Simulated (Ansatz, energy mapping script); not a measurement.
# YNiO2 in the infinite layer structure: exchange couplings from total energies, part 2 of 3

Wanted: the magnetic order of YNiO2 in the infinite layer structure, its couplings and an estimate of its ordering temperature, by PBE+U (6 eV).

PBE with U = 6 eV on Ni d, ortho-atomic projectors; plane waves, U on orthogonalised atomic orbitals unless named otherwise, collinear spin, no spin–orbit coupling.

So far. Step 4 (Order 1: parallel, cell A of 8 atoms): The run ends ferromagnetic.

## Step 5: Compensated +− start in cell A (8 atoms)

This order reverses 2 of the 2 neighbours at 3.10 Å, 2 of the 4 neighbours at 3.93 Å and 4 of the 8 neighbours at 5.01 Å, counted for an average magnetic atom.

File input.yaml:

```yaml
crystal:
  lattice:
    - [3.932394766, 0.0, 0.0]
    - [0.0, 3.932394766, 3.103120039]
    - [0.0, -3.932394766, 3.103120039]
  atoms:
    - { symbol: "Y", position: [0.5, 0.5, 0.0] }
    - { symbol: "Y", position: [0.5, 0.0, 0.5] }
    - { symbol: Ni, position: [0.0, 0.0, 0.0], spin: 2.0 }
    - { symbol: Ni, position: [0.0, 0.5, 0.5], spin: -2.0 }
    - { symbol: O, position: [0.5, 0.0, 0.0] }
    - { symbol: O, position: [0.5, 0.5, 0.5] }
    - { symbol: O, position: [0.0, 0.25, 0.75] }
    - { symbol: O, position: [0.0, 0.75, 0.25] }
magnetization:
  spin_polarized: true
kpoints:
  mp_grid: { grid: [9, 8, 8] }
hamiltonian:
  xc: pbe
  hubbard:
    sites:
      - { species: Ni, l: d, u_eff: 6.0 }
      - { site: 2, l: d, u_eff: 6.0, starting_ns: [{ spin: up, occupation_matrix: ni2_major }, { spin: down, occupation_matrix: ni2_minor }] }
      - { site: 3, l: d, u_eff: 6.0, starting_ns: [{ spin: up, occupation_matrix: ni2_minor }, { spin: down, occupation_matrix: ni2_major }] }
    projectors: ortho-atomic
    occupation_matrices:
      ni2_major:
        matrix:
          - [0.928, 0.0, 0.0, 0.0, 0.0]
          - [0.0, 0.981, 0.0, 0.0, 0.0]
          - [0.0, 0.0, 0.981, 0.0, 0.0]
          - [0.0, 0.0, 0.0, 0.946, 0.0]
          - [0.0, 0.0, 0.0, 0.0, 0.987]
      ni2_minor:
        matrix:
          - [0.888, 0.0, 0.0, 0.0, 0.0]
          - [0.0, 0.975, 0.0, 0.0, 0.0]
          - [0.0, 0.0, 0.975, 0.0, 0.0]
          - [0.0, 0.0, 0.0, 0.133, 0.0]
          - [0.0, 0.0, 0.0, 0.0, 0.984]
scf:
  occupations: { method: fermi_dirac, width: 0.05 }
output:
  eigenvalues: true
  write_density: true
  write_potential: true
  elf: true
  volumetric_format: npy
```

Run with:

```console
$ ansatz run input.yaml --threads 4 --pin off --max-ram 8192MiB --backend cpu --events-out ev --progress --plain --runs-dir out
```

Numbers of over 12 decimals in the logs are rounded to 6 here.

Output:

```text
[...]
Crystal: 8 atoms, lattice volume = 95.972 Å³
Basis set: ecut = 420 eV, 1895 PW (Γ)
Bands: 52, of which v1, the nominal top of the filled ones, is band 41 counted from 1 (40 counted from 0)
Symmetry: 8 space group operations
[...]
k-points: 105 of 576
[...]
Starting moments: Σ|m| = 4 μB on 2 of 8 sites
Starting magnetic order: antiferromagnet; a translation exchanges its spin sublattices: spin-degenerate at every k-point
[...]
SCF iter   1: F=—  HF=-21655.703983 eV  |F-HF|=—  |Δ(HF+E_count)|=         —  Δρ=1.37e-1 (↑1.37e-1 ↓1.37e-1)  dr2=3.35e1  dr2_m=5.65e0  M=0.000 μB ∫|m|=1.739 μB  β_m=0.30  ethr=3.10e-3  ⟨swp⟩=5.8  Hψ=17482  notcnv=0  defer=51
[...]
SCF iter  16: F=-21649.790283 eV  HF=-21649.790283 eV  |F-HF|=8.66e-10  |Δ(HF+E_count)|=   3.14e-8  Δρ=1.62e-6 (↑1.62e-6 ↓1.62e-6)  dr2=8.44e-9  dr2_m=6.18e-10  M=0.000 μB ∫|m|=2.116 μB  ethr=1.22e-10  ⟨swp⟩=8.6  Hψ=18701  notcnv=0
SCF 1 converged in 16 iterations: F = -21649.790283 eV  dr2 = 8.44e-9
[...]
SCF converged after 16 iterations
Magnetization: 0.0000 μB (41.0000 up, 41.0000 down)
Absolute magnetization: 2.1134 μB (∫|ρ↑−ρ↓|, with the PAW one-centre terms)
[...]
Per-site moments (μB) at R_I (Å): [(-3.4108915643099244e-16, 1.033168), (3.4108915643099244e-16, 1.033168), (0.916837, 0.811056), (-0.916837, 0.811056), (0.030263, 0.811056), (-0.030263, 0.811056), (7.003157840219111e-18, 0.811056), (-1.10873471245163e-18, 0.811056)]
Free energy (F): -21649.790283 eV
[...]
Internal energy: -21649.781449 eV  (E = F + TS)
E sigma→0 (E₀):  -21649.785866 eV
Entropy (-TS):   -0.008835 eV (-1.104 meV/atom)
Fermi energy:    13.409954 eV
[...]
--- Specified on-site occupations, and those of the state reported ---
  electrons in the specified blocks: 17.5560 specified, 17.5779 found
[...]
--- Band table (eV; the first three rows and the last of 210) ---
  k-point 0 ↑: bands = [... 37 lower, 10.8100, 11.2949, 11.7045, 12.4340, 13.1575, 15.2426, 16.4613, 16.7258, ... 7 higher]
  k-point 1 ↑: bands = [... 37 lower, 10.9468, 11.2819, 11.6718, 12.3759, 13.3143, 15.4394, 16.6279, 16.7391, ... 7 higher]
  k-point 2 ↑: bands = [... 37 lower, 11.1694, 11.2455, 11.5818, 12.2116, 13.7985, 15.9373, 16.7723, 16.8319, ... 7 higher]
  k-point 104 ↓: bands = [... 37 lower, 12.0820, 12.1131, 12.1766, 13.3575, 15.5005, 16.7404, 16.8005, 17.0756, ... 7 higher]
Occupation matrices written to <dir>
```

Run time: 13 s. Hardware: 4 threads of Arm Neoverse V2, shared host; peak memory 1 GiB; 52 s of CPU time.

Spin moment in the sphere by atom:

| atom | spin moment in the sphere (μB) |
| --- | --- |
| Y1 | 0.000 |
| Y2 | 0.000 |
| Ni3 | 0.917 |
| Ni4 | -0.917 |
| O5 | 0.030 |
| O6 | -0.030 |
| O7 | 0.000 |
| O8 | 0.000 |

The run ends antiferromagnetic, 28.86 meV a magnetic atom above the parallel order of its cell (energies taken at zero occupation width, not the printed F).

Spin density in the ac plane at fractional y = 0.000, with atoms of Y and Ni and O within 0.2 Å of it.

Values in e/Å³, 17 rows by 14 columns, each cell a mean:
```
1.9 1.0 0.4 0.1 0.0 0.0 0.0 0.0 0.0 0.0 0.0 0.1 0.5 1.2
0.5 0.1 0.0 0.0 0.0 0.0 0.0 0.0 0.0 0.0 0.0 0.0 0.0 0.2
0.1 0.0 0.0 0.0 0.0 0.0 0.0 0.0 0.0 0.0 0.0 0.0 0.0 0.0
0.0 0.0 0.0 0.0 0.0 0.0 0.0 0.0 0.0 0.0 0.0 0.0 0.0 0.0
0.0 0.0 0.0 0.0 0.0 0.0 0.0 0.0 0.0 0.0 0.0 0.0 0.0 0.0
0.0 0.0 0.0 0.0 0.0 0.0 0.0 0.0 0.0 0.0 0.0 0.0 0.0 0.0
0.0 0.0 0.0 0.0 0.0 0.0 0.0 0.0 0.0 0.0 0.0 0.0 0.0 0.0
0.0 0.0 0.0 0.0 0.0 0.0 0.0 0.0 0.0 0.0 0.0 0.0 0.0 0.0
0.0 0.0 0.0 0.0 0.0 0.0 0.0 0.0 0.0 0.0 0.0 0.0 0.0 0.0
0.0 0.0 0.0 0.0 0.0 0.0 0.0 0.0 0.0 0.0 0.0 0.0 0.0 0.0
0.0 0.0 0.0 0.0 0.0 0.0 0.0 0.0 0.0 0.0 0.0 0.0 0.0 0.0
0.0 0.0 0.0 0.0 0.0 0.0 0.0 0.0 0.0 0.0 0.0 0.0 0.0 0.0
0.0 0.0 0.0 0.0 0.0 0.0 0.0 0.0 0.0 0.0 0.0 0.0 0.0 0.0
0.0 0.0 0.0 0.0 0.0 0.0 0.0 0.0 0.0 0.0 0.0 0.0 0.0 0.0
0.2 0.0 0.0 0.0 0.0 0.0 0.0 0.0 0.0 0.0 0.0 0.0 0.0 0.1
1.3 0.6 0.2 0.1 0.0 0.0 0.0 0.0 0.0 0.0 0.0 0.1 0.3 0.8
3.3 2.3 0.8 0.1 0.0 0.0 0.1 0.1 0.1 0.0 0.0 0.2 1.2 2.6
```
Columns run along a (3.9 Å), rows up along c (5.0 Å). Atoms in or near the plane, at fractional coordinates: Y at (0.50, 0.50), Ni at (0.00, 0.00), O at (0.50, 0.00).

ELF in the ac plane at fractional y = 0.000, with atoms of Y and Ni and O within 0.2 Å of it. It is the smooth field of the valence electrons, not physical close to the nuclei.

Ten even steps from '0' (0.04) to '9' (0.85), each cell a mean:
```
65215976883135
33214899972123
11112578741111
11100122210011
11000122200011
21002688851012
10016999995001
00038986897100
00039975897100
00027998996100
21003899972001
21000245410011
11100011000011
11101466531011
22113799962122
54215987883135
75216963794136
```
Columns run along a (3.9 Å), rows up along c (5.0 Å). Atoms in or near the plane, at fractional coordinates: Y at (0.50, 0.50), Ni at (0.00, 0.00), O at (0.50, 0.00).

## Step 6: Run 3 (parallel; cell B, 8 atoms)

A new cell needs its own zero of energy.

This run holds the same structure in another cell (a 3.932 → 3.103 Å, b 5.009 → 5.561 Å, c 5.009 → 5.561 Å, α 103.4 → 90.0°).

File input.yaml:

```yaml
crystal:
  lattice:
    - [0.0, 0.0, -3.103120039]
    - [3.932394766, 3.932394766, 0.0]
    - [3.932394766, -3.932394766, 0.0]
  atoms:
    - { symbol: "Y", position: [0.5, 0.5, 0.0] }
    - { symbol: "Y", position: [0.5, 0.0, 0.5] }
    - { symbol: Ni, position: [0.0, 0.0, 0.0], spin: 2.0 }
    - { symbol: Ni, position: [0.0, 0.5, 0.5], spin: 2.0 }
    - { symbol: O, position: [0.0, 0.25, 0.25] }
    - { symbol: O, position: [0.0, 0.75, 0.75] }
    - { symbol: O, position: [0.0, 0.25, 0.75] }
    - { symbol: O, position: [0.0, 0.75, 0.25] }
magnetization:
  spin_polarized: true
kpoints:
  mp_grid: { grid: [12, 7, 7] }
hamiltonian:
  xc: pbe
  hubbard:
    sites:
      - { species: Ni, l: d, u_eff: 6.0 }
      - { site: 2, l: d, u_eff: 6.0, starting_ns: [{ spin: up, occupation_matrix: ni2_major }, { spin: down, occupation_matrix: ni2_minor }] }
      - { site: 3, l: d, u_eff: 6.0, starting_ns: [{ spin: up, occupation_matrix: ni2_major }, { spin: down, occupation_matrix: ni2_minor }] }
    projectors: ortho-atomic
    occupation_matrices:
      ni2_major:
        matrix:
          - [0.928, 0.0, 0.0, 0.0, 0.0]
          - [0.0, 0.981, 0.0, 0.0, 0.0]
          - [0.0, 0.0, 0.981, 0.0, 0.0]
          - [0.0, 0.0, 0.0, 0.946, 0.0]
          - [0.0, 0.0, 0.0, 0.0, 0.987]
      ni2_minor:
        matrix:
          - [0.888, 0.0, 0.0, 0.0, 0.0]
          - [0.0, 0.975, 0.0, 0.0, 0.0]
          - [0.0, 0.0, 0.975, 0.0, 0.0]
          - [0.0, 0.0, 0.0, 0.133, 0.0]
          - [0.0, 0.0, 0.0, 0.0, 0.984]
scf:
  occupations: { method: fermi_dirac, width: 0.05 }
output:
  eigenvalues: true
```

Output:

```text
[...]
Crystal: 8 atoms, lattice volume = 95.972 Å³
Basis set: ecut = 420 eV, 1879 PW (Γ)
Bands: 52, of which v1, the nominal top of the filled ones, is band 41 counted from 1 (40 counted from 0)
Symmetry: 32 space group operations
[...]
k-points: 70 of 588
[...]
Starting moments: Σ|m| = 4 μB on 2 of 8 sites
[...]
k-point 1 ↑: bands = [... 37 lower, 10.8313, 10.9428, 11.6708, 11.7054, 13.1644, 14.2717, 15.3695, 15.4348, ... 7 higher]
  k-point 2 ↑: bands = [... 37 lower, 11.1080, 11.4864, 11.5097, 11.6343, 13.4909, 13.7360, 15.0277, 16.0223, ... 7 higher]
  k-point 69 ↓: bands = [... 37 lower, 11.7764, 12.6103, 12.6271, 15.9606, 16.7487, 16.8035, 16.9201, 17.0340, ... 7 higher]
Occupation matrices written to <dir>
[key lines of the parts left out:]
SCF converged after 20 iterations
Magnetization: 1.8158 μB (41.9079 up, 40.0921 down)
Free energy (F): -21649.850094 eV
Fermi energy:    13.807158 eV
```

The job ended after 19 s (4 threads; peak memory 0.86 GiB; 72 s of CPU time).

The run ends ferromagnetic. For each magnetic atom its energy differs from the parallel run of the first cell by -1.35 meV, an error that one common reference would have brought in.

## Step 7: Compensated +− start in cell B (8 atoms)

This order reverses 0 of the 2 neighbours at 3.10 Å, 4 of the 4 neighbours at 3.93 Å and 8 of the 8 neighbours at 5.01 Å, counted for an average magnetic atom.

input.yaml: that of step 6 with these lines changed.

```diff
@@ -9,3 +9,3 @@
     - { symbol: Ni, position: [0.0, 0.0, 0.0], spin: 2.0 }
-    - { symbol: Ni, position: [0.0, 0.5, 0.5], spin: 2.0 }
+    - { symbol: Ni, position: [0.0, 0.5, 0.5], spin: -2.0 }
     - { symbol: O, position: [0.0, 0.25, 0.25] }
@@ -24,3 +24,3 @@
       - { site: 2, l: d, u_eff: 6.0, starting_ns: [{ spin: up, occupation_matrix: ni2_major }, { spin: down, occupation_matrix: ni2_minor }] }
-      - { site: 3, l: d, u_eff: 6.0, starting_ns: [{ spin: up, occupation_matrix: ni2_major }, { spin: down, occupation_matrix: ni2_minor }] }
+      - { site: 3, l: d, u_eff: 6.0, starting_ns: [{ spin: up, occupation_matrix: ni2_minor }, { spin: down, occupation_matrix: ni2_major }] }
     projectors: ortho-atomic
```

Output:

```text
[...]
Crystal: 8 atoms, lattice volume = 95.972 Å³
Basis set: ecut = 420 eV, 1879 PW (Γ)
Bands: 52, of which v1, the nominal top of the filled ones, is band 41 counted from 1 (40 counted from 0)
Symmetry: 16 space group operations
[...]
k-points: 70 of 588
[...]
Starting moments: Σ|m| = 4 μB on 2 of 8 sites
[...]
k-point 1 ↑: bands = [... 37 lower, 11.3263, 12.0602, 12.0953, 12.5603, 13.2097, 15.3793, 15.5054, 16.5622, ... 7 higher]
  k-point 2 ↑: bands = [... 37 lower, 11.3188, 11.9176, 12.0432, 12.6345, 13.5186, 14.9773, 16.1366, 16.8250, ... 7 higher]
  k-point 69 ↓: bands = [... 37 lower, 11.6383, 11.6835, 11.7681, 13.1991, 15.9619, 16.7371, 16.8253, 16.8934, ... 7 higher]
Occupation matrices written to <dir>
[key lines of the parts left out:]
SCF converged after 15 iterations
Magnetization: 0.0000 μB (41.0000 up, 41.0000 down)
Free energy (F): -21649.815880 eV
Fermi energy:    13.219998 eV
```

Run time: 7.4 s. Hardware: 4 threads; peak memory 0.84 GiB; 29 s of CPU time.

The run ends antiferromagnetic, 16.24 meV a magnetic atom above the parallel order of its cell (energies taken at zero occupation width, not the printed F).

## Step 8: Parallel start in cell C (8 atoms)

The parallel order again, as the reference for this cell.

This run holds the same structure in another cell (a 3.103 → 5.009 Å, b 5.561 → 5.009 Å, c 5.561 → 5.009 Å, α 90.0 → 103.4°, β 90.0 → 112.6°, γ 90.0 → 112.6°).

File input.yaml:

```yaml
crystal:
  lattice:
    - [3.932394766, 0.0, 3.103120039]
    - [0.0, -3.932394766, -3.103120039]
    - [0.0, 3.932394766, -3.103120039]
  atoms:
    - { symbol: "Y", position: [0.5, 0.25, 0.75] }
    - { symbol: "Y", position: [0.5, 0.75, 0.25] }
    - { symbol: Ni, position: [0.0, 0.5, 0.5], spin: 2.0 }
    - { symbol: Ni, position: [0.0, 0.0, 0.0], spin: 2.0 }
    - { symbol: O, position: [0.5, 0.75, 0.75] }
    - { symbol: O, position: [0.5, 0.25, 0.25] }
    - { symbol: O, position: [0.0, 0.25, 0.75] }
    - { symbol: O, position: [0.0, 0.75, 0.25] }
magnetization:
  spin_polarized: true
kpoints:
  mp_grid: { grid: [9, 9, 9] }
hamiltonian:
  xc: pbe
  hubbard:
    sites:
      - { species: Ni, l: d, u_eff: 6.0 }
      - { site: 2, l: d, u_eff: 6.0, starting_ns: [{ spin: up, occupation_matrix: ni2_major }, { spin: down, occupation_matrix: ni2_minor }] }
      - { site: 3, l: d, u_eff: 6.0, starting_ns: [{ spin: up, occupation_matrix: ni2_major }, { spin: down, occupation_matrix: ni2_minor }] }
    projectors: ortho-atomic
    occupation_matrices:
      ni2_major:
        matrix:
          - [0.928, 0.0, 0.0, 0.0, 0.0]
          - [0.0, 0.981, 0.0, 0.0, 0.0]
          - [0.0, 0.0, 0.981, 0.0, 0.0]
          - [0.0, 0.0, 0.0, 0.946, 0.0]
          - [0.0, 0.0, 0.0, 0.0, 0.987]
      ni2_minor:
        matrix:
          - [0.888, 0.0, 0.0, 0.0, 0.0]
          - [0.0, 0.975, 0.0, 0.0, 0.0]
          - [0.0, 0.0, 0.975, 0.0, 0.0]
          - [0.0, 0.0, 0.0, 0.133, 0.0]
          - [0.0, 0.0, 0.0, 0.0, 0.984]
scf:
  occupations: { method: fermi_dirac, width: 0.05 }
output:
  eigenvalues: true
```

Output:

```text
[...]
Crystal: 8 atoms, lattice volume = 95.972 Å³
Basis set: ecut = 420 eV, 1907 PW (Γ)
Bands: 52, of which v1, the nominal top of the filled ones, is band 41 counted from 1 (40 counted from 0)
Symmetry: 32 space group operations
[...]
k-points: 75 of 729
[...]
Starting moments: Σ|m| = 4 μB on 2 of 8 sites
[...]
k-point 1 ↑: bands = [... 37 lower, 11.4203, 11.5640, 11.5659, 11.7350, 13.2356, 13.3985, 14.4002, 15.3436, ... 7 higher]
  k-point 2 ↑: bands = [... 37 lower, 11.1781, 11.4046, 11.4566, 11.6122, 13.7549, 14.0743, 14.2577, 15.9277, ... 7 higher]
  k-point 74 ↓: bands = [... 37 lower, 12.1644, 12.1644, 12.2770, 15.6910, 17.0067, 17.0273, 17.1654, 17.2607, ... 7 higher]
Occupation matrices written to <dir>
[key lines of the parts left out:]
SCF converged after 19 iterations
Magnetization: 1.7893 μB (41.8946 up, 40.1054 down)
Free energy (F): -21649.851203 eV
Fermi energy:    13.844337 eV
```

Run time: 21 s. Hardware: 4 threads; peak memory 0.9 GiB.

The run ends ferromagnetic. For each magnetic atom its energy differs from the parallel run of the first cell by -2.00 meV, an error that one common reference would have brought in.

## Step 9: Order 6: compensated +−, cell C of 8 atoms

This order reverses 2 of the 2 neighbours at 3.10 Å, 4 of the 4 neighbours at 3.93 Å and 0 of the 8 neighbours at 5.01 Å, counted for an average magnetic atom.

input.yaml: that of step 8 with these lines changed.

```diff
@@ -9,3 +9,3 @@
     - { symbol: Ni, position: [0.0, 0.5, 0.5], spin: 2.0 }
-    - { symbol: Ni, position: [0.0, 0.0, 0.0], spin: 2.0 }
+    - { symbol: Ni, position: [0.0, 0.0, 0.0], spin: -2.0 }
     - { symbol: O, position: [0.5, 0.75, 0.75] }
@@ -24,3 +24,3 @@
       - { site: 2, l: d, u_eff: 6.0, starting_ns: [{ spin: up, occupation_matrix: ni2_major }, { spin: down, occupation_matrix: ni2_minor }] }
-      - { site: 3, l: d, u_eff: 6.0, starting_ns: [{ spin: up, occupation_matrix: ni2_major }, { spin: down, occupation_matrix: ni2_minor }] }
+      - { site: 3, l: d, u_eff: 6.0, starting_ns: [{ spin: up, occupation_matrix: ni2_minor }, { spin: down, occupation_matrix: ni2_major }] }
     projectors: ortho-atomic
```

Output:

```text
[...]
Crystal: 8 atoms, lattice volume = 95.972 Å³
Basis set: ecut = 420 eV, 1907 PW (Γ)
Bands: 52, of which v1, the nominal top of the filled ones, is band 41 counted from 1 (40 counted from 0)
Symmetry: 16 space group operations
[...]
k-points: 75 of 729
[...]
Starting moments: Σ|m| = 4 μB on 2 of 8 sites
[...]
k-point 1 ↑: bands = [... 37 lower, 11.9338, 11.9780, 12.3165, 12.5993, 13.2459, 13.5466, 15.4934, 16.4445, ... 7 higher]
  k-point 2 ↑: bands = [... 37 lower, 11.7951, 11.8816, 12.2079, 12.6613, 13.7558, 14.3839, 16.0435, 16.7745, ... 7 higher]
  k-point 74 ↓: bands = [... 37 lower, 12.1043, 12.1043, 12.1399, 12.5579, 15.5965, 17.0333, 17.1005, 17.2222, ... 7 higher]
Occupation matrices written to <dir>
[key lines of the parts left out:]
SCF converged after 15 iterations
Magnetization: 0.0000 μB (41.0000 up, 41.0000 down)
Free energy (F): -21649.821981 eV
Fermi energy:    13.001773 eV
```

Elapsed: 8.9 s, on 4 threads; peak memory 0.88 GiB.

The run ends antiferromagnetic, 13.06 meV a magnetic atom above the parallel order of its cell.

## Step 10: Parallel start in cell D (8 atoms)

The parallel order again, as the reference for this cell.

This run holds the same structure in another cell (a 5.009 → 3.103 Å, b 5.009 → 3.932 Å, c 5.009 → 7.865 Å, α 103.4 → 90.0°, β 112.6 → 90.0°, γ 112.6 → 90.0°).

File input.yaml:

```yaml
crystal:
  lattice:
    - [0.0, 0.0, 3.103120039]
    - [3.932394766, 0.0, 0.0]
    - [0.0, 7.864789532, 0.0]
  atoms:
    - { symbol: "Y", position: [0.5, 0.5, 0.25] }
    - { symbol: "Y", position: [0.5, 0.5, 0.75] }
    - { symbol: Ni, position: [0.0, 0.0, 0.0], spin: 2.0 }
    - { symbol: Ni, position: [0.0, 0.0, 0.5], spin: 2.0 }
    - { symbol: O, position: [0.0, 0.5, 0.0] }
    - { symbol: O, position: [0.0, 0.5, 0.5] }
    - { symbol: O, position: [0.0, 0.0, 0.25] }
    - { symbol: O, position: [0.0, 0.0, 0.75] }
magnetization:
  spin_polarized: true
kpoints:
  mp_grid: { grid: [12, 9, 5] }
hamiltonian:
  xc: pbe
  hubbard:
    sites:
      - { species: Ni, l: d, u_eff: 6.0 }
      - { site: 2, l: d, u_eff: 6.0, starting_ns: [{ spin: up, occupation_matrix: ni2_major }, { spin: down, occupation_matrix: ni2_minor }] }
      - { site: 3, l: d, u_eff: 6.0, starting_ns: [{ spin: up, occupation_matrix: ni2_major }, { spin: down, occupation_matrix: ni2_minor }] }
    projectors: ortho-atomic
    occupation_matrices:
      ni2_major:
        matrix:
          - [0.928, 0.0, 0.0, 0.0, 0.0]
          - [0.0, 0.981, 0.0, 0.0, 0.0]
          - [0.0, 0.0, 0.981, 0.0, 0.0]
          - [0.0, 0.0, 0.0, 0.946, 0.0]
          - [0.0, 0.0, 0.0, 0.0, 0.987]
      ni2_minor:
        matrix:
          - [0.888, 0.0, 0.0, 0.0, 0.0]
          - [0.0, 0.975, 0.0, 0.0, 0.0]
          - [0.0, 0.0, 0.975, 0.0, 0.0]
          - [0.0, 0.0, 0.0, 0.133, 0.0]
          - [0.0, 0.0, 0.0, 0.0, 0.984]
scf:
  occupations: { method: fermi_dirac, width: 0.05 }
output:
  eigenvalues: true
```

Output:

```text
[...]
Crystal: 8 atoms, lattice volume = 95.972 Å³
Basis set: ecut = 420 eV, 1877 PW (Γ)
Bands: 52, of which v1, the nominal top of the filled ones, is band 41 counted from 1 (40 counted from 0)
Symmetry: 16 space group operations
[...]
k-points: 105 of 540
[...]
Starting moments: Σ|m| = 4 μB on 2 of 8 sites
[...]
k-point 1 ↑: bands = [... 37 lower, 10.6393, 10.8729, 11.3571, 11.3632, 11.9004, 13.1643, 14.1717, 15.3652, ... 7 higher]
  k-point 2 ↑: bands = [... 37 lower, 10.9639, 11.1655, 11.2164, 11.2811, 11.6480, 13.4683, 13.8505, 15.9801, ... 7 higher]
  k-point 104 ↓: bands = [... 37 lower, 11.8715, 12.7023, 12.7697, 13.9688, 14.7681, 16.6752, 16.8435, 17.4835, ... 7 higher]
Occupation matrices written to <dir>
[key lines of the parts left out:]
SCF converged after 14 iterations
Magnetization: 1.8039 μB (41.9019 up, 40.0981 down)
Free energy (F): -21649.846040 eV
Fermi energy:    13.820067 eV
```

Run time: 19 s. Hardware: 4 threads; peak memory 1.1 GiB; 72 s of CPU time.

The run ends ferromagnetic. For each magnetic atom its energy differs from the parallel run of the first cell by 1.17 meV, an error that one common reference would have brought in.

[end of part 2 of 3]

[Logs and program files are shortened in this print: banners, set-up blocks, solver, clock and traceback lines can be left out without a mark of their own.]

[Logs are printed without paths, hosts, clocks, repeated set-up lines and the standing remarks that a program may print on its own settings, such as how far it seeks lower states.]

[Hosts, paths, dates, database ids (printed as entryN), source tags and the programs' standing remarks are cut or masked in the printed files.]

[Where a cell is said to come from a database of computed structures, the database is the Materials Project.]
